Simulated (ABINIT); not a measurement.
# A GW chain in ABINIT: CsCu2I3 (Cmcm)

Aim: the G0W0 gap of CsCu2I3 (Cmcm) on LDA, step by step.

Calculated with ABINIT 10.8.3; LDA and many-body steps on it, plane waves.

**1. The starting structure**

The structure is orthorhombic, space group Cmcm (No. 63). Conventional cell: a = 10.548 Å, b = 13.172 Å, c = 6.097 Å, α = 90.00°, β = 90.00°, γ = 90.00°. Nearest to Cs lie 10 I at 3.88 to 4.47 Å. Cu has 4 I at 2.60 to 2.70 Å nearest. I has 4 Cu at 2.70 Å and 2 Cs at 4.09 Å nearest. I has 2 Cu at 2.60 Å and 4 Cs at 3.88 to 4.47 Å nearest. Farther neighbours and most contacts between anions are not listed.

Coordinates:

```cif
data_structure
_symmetry_space_group_name_H-M 'Cmcm'
_symmetry_Int_Tables_number 63
_cell_length_a 10.5479
_cell_length_b 13.1725
_cell_length_c 6.0972
_cell_angle_alpha 90.000
_cell_angle_beta 90.000
_cell_angle_gamma 90.000
_cell_volume 847.16
loop_
_atom_site_label
_atom_site_type_symbol
_atom_site_symmetry_multiplicity
_atom_site_Wyckoff_symbol
_atom_site_fract_x
_atom_site_fract_y
_atom_site_fract_z
_atom_site_occupancy
Cs1 Cs 4 c 0.50000 0.17220 0.25000 1
Cu1 Cu 8 e 0.85100 0.00000 0.00000 1
I1 I 4 c 0.50000 0.62040 0.25000 1
I2 I 8 g 0.71700 0.88100 0.25000 1
```

The cell and positions come from the Crystallography Open Database and are kept as given unless a step says otherwise. Spin-orbit coupling is left out unless a step names it.

**2. Ground state**

This step: ABINIT 10.8.3; DFT, LDA, plane waves, norm-conserving pseudopotentials.

The ground-state density comes first.

Contents of run.abi:

```
acell 3*1.0 Angstrom
rprim 
  5.273950000000 -6.586250000000 0.000000000000
  5.273950000000 6.586250000000 0.000000000000
  0.000000000000 0.000000000000 6.097180000000
ntypat 3
znucl 55 29 53
natom 12
typat 1 1 2 2 2 2 3 3 3 3 3 3
xred 
  0.327800000000 0.672200000000 0.250000000000
  0.672200000000 0.327800000000 0.750000000000
  0.851000000000 0.851000000000 0.000000000000
  0.149000000000 0.149000000000 0.500000000000
  0.149000000000 0.149000000000 0.000000000000
  0.851000000000 0.851000000000 0.500000000000
  0.879600000000 0.120400000000 0.250000000000
  0.120400000000 0.879600000000 0.750000000000
  0.836000000000 0.598000000000 0.250000000000
  0.164000000000 0.402000000000 0.750000000000
  0.598000000000 0.836000000000 0.750000000000
  0.402000000000 0.164000000000 0.250000000000
pp_dirpath "pseudos"
pseudos "Cs.upf, Cu.upf, I.upf"
ecut 38
ngkpt 2 2 4
nshiftk 1
shiftk 0 0 0
kptopt 1
chksymbreak 0
nband 78
occopt 1
tolvrs 1e-08
nstep 60
prtwf 0
optforces 0
optstress 0
indata_prefix "in"
outdata_prefix "out"
tmpdata_prefix "tmp"
```

On the command line:

```console
$ OMP_NUM_THREADS=1 mpirun -n 4 abinit run.abi > log
```

Numbers of over 12 decimals in the logs are rounded to 6 here.

What it wrote:

```text
.Version 10.8.3 of ABINIT. v10.8.2 released Aug 2026.

 Symmetries : space group Cm c m (# 63); Bravais oC (1-face-center ortho.)
================================================================================
 Values of the parameters that define the memory need of the present run
     intxc =       0    ionmov =       0      iscf =       7    lmnmax =       8
     lnmax =       8     mgfft =      90  mpssoang =       4    mqgrid =    4318
     natom =      12  nloc_mem =       1    nspden =       1   nspinor =       1
    nsppol =       1      nsym =       8    n1xccc =    2501    ntypat =       3
    occopt =       1   xclevel =       1
-    mband =          78        mffmem =           1         mkmem =           3
       mpw =       31996          nfft =      518400          nkpt =           9
================================================================================
  Rough estimation (10% accuracy) of disk space for files :
================================================================================

--------------------------------------------------------------------------------
------------- Echo of variables that govern the present computation ------------
--------------------------------------------------------------------------------
 -outvars: echo values of preprocessed input variables --------
            acell      1.8897261259E+00  1.8897261259E+00  1.8897261259E+00 Bohr

      chksymbreak           0
             ecut      3.80000000E+01 Hartree
-          fftalg         312

              ixc       -1012
              kpt      0.00000000E+00  0.00000000E+00  0.00000000E+00
                       5.00000000E-01  0.00000000E+00  0.00000000E+00
                       5.00000000E-01  5.00000000E-01  0.00000000E+00
                       0.00000000E+00  0.00000000E+00  2.50000000E-01
                       5.00000000E-01  0.00000000E+00  2.50000000E-01
                       5.00000000E-01  5.00000000E-01  2.50000000E-01
                       0.00000000E+00  0.00000000E+00  5.00000000E-01
                       5.00000000E-01  0.00000000E+00  5.00000000E-01
                       5.00000000E-01  5.00000000E-01  5.00000000E-01
         kptrlatt        2    0    0      0    2    0      0    0    4
          kptrlen      3.18895385E+01
P           mkmem           3
            natom          12
            nband          78
            ngfft          90      90      64
             nkpt           9
            nstep          60
             nsym           8
           ntypat           3
              occ      2.000000  2.000000  2.000000  2.000000  2.000000  2.000000
                       2.000000  2.000000  2.000000  2.000000  2.000000  2.000000
                       2.000000  2.000000  2.000000  2.000000  2.000000  2.000000
                       2.000000  2.000000  2.000000  2.000000  2.000000  2.000000
                       2.000000  2.000000  2.000000  2.000000  2.000000  2.000000
                       2.000000  2.000000  2.000000  2.000000  2.000000  2.000000
                       2.000000  2.000000  2.000000  2.000000  2.000000  2.000000
                       2.000000  2.000000  2.000000  2.000000  2.000000  2.000000
                       2.000000  2.000000  2.000000  2.000000  2.000000  2.000000
                       2.000000  2.000000  2.000000  2.000000  2.000000  2.000000
                       2.000000  2.000000  2.000000  2.000000  2.000000  2.000000
                       2.000000  2.000000  0.000000  0.000000  0.000000  0.000000
                       0.000000  0.000000  0.000000  0.000000  0.000000  0.000000
        optforces           0
        optstress           0
            prtwf           0
            rprim      5.2739500000E+00 -6.5862500000E+00  0.0000000000E+00
                       5.2739500000E+00  6.5862500000E+00  0.0000000000E+00
                       0.0000000000E+00  0.0000000000E+00  6.0971800000E+00
          spgroup          63

           tolvrs      1.00000000E-08

             xred      3.2780000000E-01  6.7220000000E-01  2.5000000000E-01
[...]
znucl       55.00000   29.00000   53.00000

================================================================================

 chkinp: Checking input parameters for consistency.

================================================================================
== DATASET  1 ==================================================================
-   mpi_nproc: 4, omp_nthreads: 1 (-1 if OMP is not activated)

--- !DatasetInfo
iteration_state: {dtset: 1, }
dimensions: {natom: 12, nkpt: 9, mband: 78, nsppol: 1, nspinor: 1, nspden: 1, mpw: 31996, }
cutoff_energies: {ecut:  38.0, pawecutdg:  -1.0, }
electrons: {nelect:   1.36000000E+02, charge:   0.00000000E+00, occopt:   1.00000000E+00, tsmear:   1.00000000E-02, }

 Real(R)+Recip(G) space primitive vectors, cartesian coordinates (Bohr,Bohr^-1):
 R(1)=  9.9663211-12.4462087  0.0000000  G(1)=  0.0501690 -0.0401729  0.0000000
 R(2)=  9.9663211 12.4462087  0.0000000  G(2)=  0.0501690  0.0401729  0.0000000
 R(3)=  0.0000000  0.0000000 11.5220003  G(3)=  0.0000000  0.0000000  0.0867905
 Unit cell volume ucvol=  2.8584450E+03 bohr^3
 Angles (23,13,12)=  9.00000000E+01  9.00000000E+01  1.02627889E+02 degrees

 getcut: wavevector=  0.0000  0.0000  0.0000  ngfft=  90  90  64
[...]
tolerances: {tolvrs: 1.00E-08, }

     iter   Etot(hartree)      deltaE(h)  residm     vres2
 ETOT  1  -779.04650678202    -7.790E+02 8.160E-02 9.591E+05
 ETOT  2  -763.89492920109     1.515E+01 3.831E-01 1.477E+06
 ETOT  3  -862.34502452209    -9.845E+01 1.644E-01 2.346E+05
 ETOT  4  -876.98277997246    -1.464E+01 3.374E-02 7.706E+04
 ETOT  5  -879.46122105271    -2.478E+00 3.856E-02 5.000E+04
 ETOT  6  -881.07816615257    -1.617E+00 1.208E-02 2.769E+04
 ETOT  7  -881.92604620528    -8.479E-01 4.492E-03 1.644E+04
 ETOT  8  -882.19021699950    -2.642E-01 2.678E-03 1.160E+04
 ETOT  9  -882.35233800715    -1.621E-01 4.415E-02 9.576E+03
 ETOT 10  -883.01785323464    -6.655E-01 6.455E-03 8.667E+01
[...]
ETOT 18  -883.04507308333    -2.092E-07 4.796E-04 1.125E-04
 ETOT 19  -883.04507309576    -1.242E-08 1.476E-03 8.226E-06
 ETOT 20  -883.04507309626    -5.077E-10 4.469E-04 1.638E-07
 ETOT 21  -883.04507309620     6.071E-11 8.704E-04 6.009E-08
 ETOT 22  -883.04507309625    -4.945E-11 1.814E-04 1.857E-09

 At SCF step   22       vres2   =  1.86E-09 < tolvrs=  1.00E-08 =>converged.

--- !ResultsGS
iteration_state: {dtset: 1, }
comment   : Summary of ground state results
lattice_vectors:
- [  9.9663211, -12.4462087,   0.0000000, ]
- [  9.9663211,  12.4462087,   0.0000000, ]
- [  0.0000000,   0.0000000,  11.5220003, ]
lattice_lengths: [  15.94477,   15.94477,   11.52200, ]
lattice_angles: [ 90.000,  90.000, 102.628, ] # degrees, (23, 13, 12)
lattice_volume:   2.8584450E+03
convergence: {deltae: -4.945E-11, res2:  1.857E-09, residm:  1.814E-04, diffor:  0.000E+00, }
etotal    :  -8.83045073E+02
entropy   :   0.00000000E+00
fermie    :   1.02458717E-01
cartesian_stress_tensor: null
pressure_GPa: null
xred      :
- [  3.2780E-01,   6.7220E-01,   2.5000E-01, Cs]
- [  6.7220E-01,   3.2780E-01,   7.5000E-01, Cs]
- [  8.5100E-01,   8.5100E-01,   0.0000E+00, Cu]
- [  1.4900E-01,   1.4900E-01,   5.0000E-01, Cu]
- [  1.4900E-01,   1.4900E-01,   0.0000E+00, Cu]
- [  8.5100E-01,   8.5100E-01,   5.0000E-01, Cu]
- [  8.7960E-01,   1.2040E-01,   2.5000E-01,  I]
- [  1.2040E-01,   8.7960E-01,   7.5000E-01,  I]
- [  8.3600E-01,   5.9800E-01,   2.5000E-01,  I]
- [  1.6400E-01,   4.0200E-01,   7.5000E-01,  I]
- [  5.9800E-01,   8.3600E-01,   7.5000E-01,  I]
- [  4.0200E-01,   1.6400E-01,   2.5000E-01,  I]
cartesian_forces: null
force_length_stats: {min: null, max: null, mean: null, }

 Integrated electronic density in atomic spheres:
 ------------------------------------------------
 Atom  Sphere_radius  Integrated_density
[...]
================================================================================

 ----iterations are completed or convergence reached----

 Mean square residual over all n,k,spin=   47.687E-08; max=  18.136E-05
 reduced coordinates (array xred) for   12 atoms
[...]
0.120400000000      0.879600000000      0.750000000000
       0.836000000000      0.598000000000      0.250000000000
       0.164000000000      0.402000000000      0.750000000000
       0.598000000000      0.836000000000      0.750000000000
       0.402000000000      0.164000000000      0.250000000000
 rms dE/dt=  0.0000E+00; max dE/dt=  0.0000E+00; dE/dt below (all hartree)
    1       0.000000000000      0.000000000000      0.000000000000
    2       0.000000000000      0.000000000000      0.000000000000
    3       0.000000000000      0.000000000000      0.000000000000
    4       0.000000000000      0.000000000000      0.000000000000
    5       0.000000000000      0.000000000000      0.000000000000
    6       0.000000000000      0.000000000000      0.000000000000
    7       0.000000000000      0.000000000000      0.000000000000
    8       0.000000000000      0.000000000000      0.000000000000
    9       0.000000000000      0.000000000000      0.000000000000
   10       0.000000000000      0.000000000000      0.000000000000
[...]
cartesian coordinates (angstrom) at end:
[...]
8      5.273950     5.000281     4.572885
    9      7.562844    -1.567527     1.524295
   10      2.985056     1.567527     4.572885
   11      7.562844     1.567527     4.572885
   12      2.985056    -1.567527     1.524295
 length scales=  1.889726125908  1.889726125908  1.889726125908 bohr
              =  1.000000000000  1.000000000000  1.000000000000 angstroms
 prteigrs : about to open file out_EIG
 Fermi (or HOMO) energy (hartree) =   0.10246   Average Vxc (hartree)=  -0.32227
 Eigenvalues (hartree) for nkpt=   9  k points:
 kpt#   1, nband= 78, wtk=  0.06250, kpt=  0.0000  0.0000  0.0000 (reduced coord)
  -3.95537   -3.95537   -3.95536   -3.95535   -2.40673   -2.40673   -2.40646   -2.40646
  -2.40614   -2.40613   -2.40612   -2.40611   -2.40611   -2.40609   -2.40605   -2.40603
  -0.69243   -0.69229   -0.38951   -0.37610   -0.36336   -0.36087   -0.35845   -0.35685
  -0.20878   -0.20793   -0.20710   -0.20574   -0.20486   -0.20459   -0.08560   -0.07921
  -0.06886   -0.04397   -0.03516   -0.02598   -0.02509   -0.01573   -0.01300   -0.00935
  -0.00929   -0.00734   -0.00603    0.00002    0.00049    0.00676    0.02208    0.02426
   0.02951    0.03657    0.04129    0.04642    0.04817    0.04945    0.05329    0.05333
   0.05526    0.05767    0.06105    0.06804    0.07054    0.07085    0.07215    0.07537
   0.07779    0.09473    0.09551    0.10246    0.16670    0.20831    0.21121    0.21149
   0.21750    0.21884    0.22589    0.23492    0.24817    0.27172
 prteigrs : prtvol=0 or 1, do not print more k-points.

--- !EnergyTerms
iteration_state     : {dtset: 1, }
comment             : Components of total free energy in Hartree
kinetic             :  3.78379493986921E+02
hartree             :  4.98997518644538E+02
xc                  : -1.29847574936094E+02
Ewald energy        : -2.92500950289781E+02
psp_core            :  1.11109159500902E+01
local_psp           : -1.23283070112989E+03
non_local_psp       : -1.16353775322034E+02
total_energy        : -8.83045073096252E+02
total_energy_eV     : -2.40288805566326E+04
band_energy         : -9.73283261313788E+01

== END DATASET(S) ==============================================================
================================================================================

 -outvars: echo values of variables after computation  --------
           etotal     -8.8304507310E+02
            nband          78
             nkpt           9
          spgroup          63
 [... the other variables as echoed above ...]

 Calculation completed.
```

The job ended after 18 min (4 MPI ranks of Arm Neoverse V1, shared host; peak memory 1 GiB).

Numbers from this step:

* total energy: -24028.8806 eV
* gap: 1.748 eV
* k of the valence top: 0, 0, 0
* k of the conduction bottom: 0, 0, 0
* least direct gap: 1.748 eV

The gap is direct, at Γ.

**3. Empty states on the mesh, 2×2×2 mesh, 332 bands**

The sums over transitions need many empty states on a uniform mesh; this step solves for them.

run.abi: that of step 2 with these lines changed.

```diff
@@ -25,3 +25,3 @@
 ecut 38
-ngkpt 2 2 4
+ngkpt 2 2 2
 nshiftk 1
@@ -30,9 +30,10 @@
 chksymbreak 0
-nband 78
-occopt 1
-tolvrs 1e-08
+iscf -2
+irdden 1
+istwfk *1
+nband 332
+nbdbuf 30
+tolwfr 1e-09
 nstep 60
-prtwf 0
-optforces 0
-optstress 0
+prtvol 0
 indata_prefix "in"
```

What it wrote:

```text
.Version 10.8.3 of ABINIT. v10.8.2 released Aug 2026.

 Symmetries : space group Cm c m (# 63); Bravais oC (1-face-center ortho.)
[... echo of the input left out ...]
== DATASET  1 ==================================================================
-   mpi_nproc: 4, omp_nthreads: 1 (-1 if OMP is not activated)

--- !DatasetInfo
iteration_state: {dtset: 1, }
dimensions: {natom: 12, nkpt: 6, mband: 332, nsppol: 1, nspinor: 1, nspden: 1, mpw: 32052, }
cutoff_energies: {ecut:  38.0, pawecutdg:  -1.0, }
electrons: {nelect:   1.36000000E+02, charge:   0.00000000E+00, occopt:   1.00000000E+00, tsmear:   1.00000000E-02, }

 Real(R)+Recip(G) space primitive vectors, cartesian coordinates (Bohr,Bohr^-1):
 R(1)=  9.9663211-12.4462087  0.0000000  G(1)=  0.0501690 -0.0401729  0.0000000
 R(2)=  9.9663211 12.4462087  0.0000000  G(2)=  0.0501690  0.0401729  0.0000000
 R(3)=  0.0000000  0.0000000 11.5220003  G(3)=  0.0000000  0.0000000  0.0867905
 Unit cell volume ucvol=  2.8584450E+03 bohr^3
 Angles (23,13,12)=  9.00000000E+01  9.00000000E+01  1.02627889E+02 degrees

 getcut: wavevector=  0.0000  0.0000  0.0000  ngfft=  90  90  64
         ecut(hartree)=     38.000   => boxcut(ratio)=   2.00168

--- Pseudopotential description ------------------------------------------------
- Cs Generated using ONCVPSP code by D. R. Hamann
- 55.00000   9.00000  201201                  znucl, zion, pspdat
12 -1012 3 -1 2328                            pspcod,pspxc,lmax,lloc,mmax
     nproj     2     2     2     2
  pspatm : epsatm=   21.68725381
         --- l  ekb(1:nproj) -->
             0    6.247599    0.778427
             1    6.343167    0.797067
             2    3.778962    0.917083
[...]
pspatm: atomic psp has been read  and splines computed

- Cu Generated using ONCVPSP code by D. R. Hamann
- 29.00000  19.00000  180309                  znucl, zion, pspdat
12 -1012 2 -1 1456                            pspcod,pspxc,lmax,lloc,mmax
     nproj     2     2     2     0
  pspatm : epsatm=   21.75811831
         --- l  ekb(1:nproj) -->
[...]
pspatm: atomic psp has been read  and splines computed

- I Generated using ONCVPSP code by D. R. Hamann
- 53.00000   7.00000  180309                  znucl, zion, pspdat
12 -1012 2 -1 1182                            pspcod,pspxc,lmax,lloc,mmax
     nproj     2     2     2     0
  pspatm : epsatm=   17.18700033
         --- l  ekb(1:nproj) -->
[...]
pspatm: atomic psp has been read  and splines computed

--------------------------------------------------------------------------------

================================================================================
 prteigrs : about to open file out_EIG
 Non-SCF case, kpt    1 (  0.00000  0.00000  0.00000), residuals and eigenvalues=
  6.67E-10  7.54E-10  5.96E-10  6.39E-10  6.12E-10  6.91E-10  7.16E-10  8.00E-10
[...]
-2.4065E+00 -2.4065E+00 -2.4061E+00 -2.4061E+00 -2.4061E+00 -2.4061E+00
 -2.4061E+00 -2.4061E+00 -2.4060E+00 -2.4060E+00 -6.9243E-01 -6.9229E-01
[...]
1.3991E+00  1.4031E+00  1.4034E+00  1.4035E+00  1.4080E+00  1.4153E+00
  1.4167E+00  1.4221E+00  1.4256E+00  1.4365E+00  1.4386E+00  1.4452E+00
  1.4482E+00  1.4561E+00
 prteigrs : prtvol=0 or 1, do not print more k-points.

--- !ResultsGS
iteration_state: {dtset: 1, }
comment   : Summary of ground state results
lattice_vectors:
- [  9.9663211, -12.4462087,   0.0000000, ]
- [  9.9663211,  12.4462087,   0.0000000, ]
- [  0.0000000,   0.0000000,  11.5220003, ]
lattice_lengths: [  15.94477,   15.94477,   11.52200, ]
lattice_angles: [ 90.000,  90.000, 102.628, ] # degrees, (23, 13, 12)
lattice_volume:   2.8584450E+03
convergence: {deltae:  0.000E+00, res2:  0.000E+00, residm:  9.982E-10, diffor:  0.000E+00, }
etotal    :  -8.83045073E+02
entropy   :   0.00000000E+00
fermie    :   1.02458717E-01
cartesian_stress_tensor: null
pressure_GPa: null
xred      :
- [  3.2780E-01,   6.7220E-01,   2.5000E-01, Cs]
- [  6.7220E-01,   3.2780E-01,   7.5000E-01, Cs]
- [  8.5100E-01,   8.5100E-01,   0.0000E+00, Cu]
- [  1.4900E-01,   1.4900E-01,   5.0000E-01, Cu]
- [  1.4900E-01,   1.4900E-01,   0.0000E+00, Cu]
- [  8.5100E-01,   8.5100E-01,   5.0000E-01, Cu]
- [  8.7960E-01,   1.2040E-01,   2.5000E-01,  I]
- [  1.2040E-01,   8.7960E-01,   7.5000E-01,  I]
- [  8.3600E-01,   5.9800E-01,   2.5000E-01,  I]
- [  1.6400E-01,   4.0200E-01,   7.5000E-01,  I]
- [  5.9800E-01,   8.3600E-01,   7.5000E-01,  I]
- [  4.0200E-01,   1.6400E-01,   2.5000E-01,  I]
cartesian_forces: null
force_length_stats: {min: null, max: null, mean: null, }

 Integrated electronic density in atomic spheres:
 ------------------------------------------------
 Atom  Sphere_radius  Integrated_density
[...]
================================================================================

 ----iterations are completed or convergence reached----

 Mean square residual over all n,k,spin=   56.346E-11; max=  99.819E-11
 reduced coordinates (array xred) for   12 atoms
[...]
0.598000000000      0.836000000000      0.750000000000
       0.402000000000      0.164000000000      0.250000000000

 cartesian coordinates (angstrom) at end:
    1      5.273950     2.268305     1.524295
    2      5.273950    -2.268305     4.572885
[...]
12      2.985056    -1.567527     1.524295
 length scales=  1.889726125908  1.889726125908  1.889726125908 bohr
              =  1.000000000000  1.000000000000  1.000000000000 angstroms
 prteigrs : about to open file out_EIG
 Eigenvalues (hartree) for nkpt=   6  k points:
 kpt#   1, nband=332, wtk=  0.12500, kpt=  0.0000  0.0000  0.0000 (reduced coord)
[...]
1.36112    1.37313    1.37758    1.37769    1.38118    1.38393    1.39912    1.40305
   1.40344    1.40353    1.40796    1.41528    1.41674    1.42207    1.42557    1.43647
   1.43857    1.44519    1.44823    1.45610
 prteigrs : prtvol=0 or 1, do not print more k-points.

== END DATASET(S) ==============================================================
================================================================================

 -outvars: echo values of variables after computation  --------
            nband         332
             nkpt           6
          spgroup          63
 [... the other variables as echoed above ...]

 Calculation completed.
```

The job ended after 31 min (4 MPI ranks; peak memory 1.6 GiB).

Numbers from this step:

- gap: 1.748 eV
- k of the valence top: 0, 0, 0
- k of the conduction bottom: 0, 0, 0
- least direct gap: 1.748 eV
- k points computed: 6
- lowest point of the top converged band, above the valence top: 33.27 eV

On this mesh the gap is 1.748 eV.

[end of part 1 of 2]

[Paths, hosts, dates, memory and timing lines, banners, echoed tables and standing remarks are left out of the program output.]

[Logs are printed without paths, hosts, clocks, repeated set-up lines and the standing remarks that a program may print on its own settings, such as how far it seeks lower states.]

[Runs of the session that timed out or met a known fault of the program may be left out.]

[Hosts, paths, dates, database ids (printed as entryN), source tags and the programs' standing remarks are cut or masked in the printed files.]

[G0W0 gaps are taken among the corrected bands and points alone; a level outside them can change the order at an edge.]

[Where Ansatz stands beside ABINIT at settings called matched, ABINIT's density can come from a denser mesh and the files from another edition; pairs whose starting gaps differed by over 0.03 eV were left out, so agreement reads better than it is.]
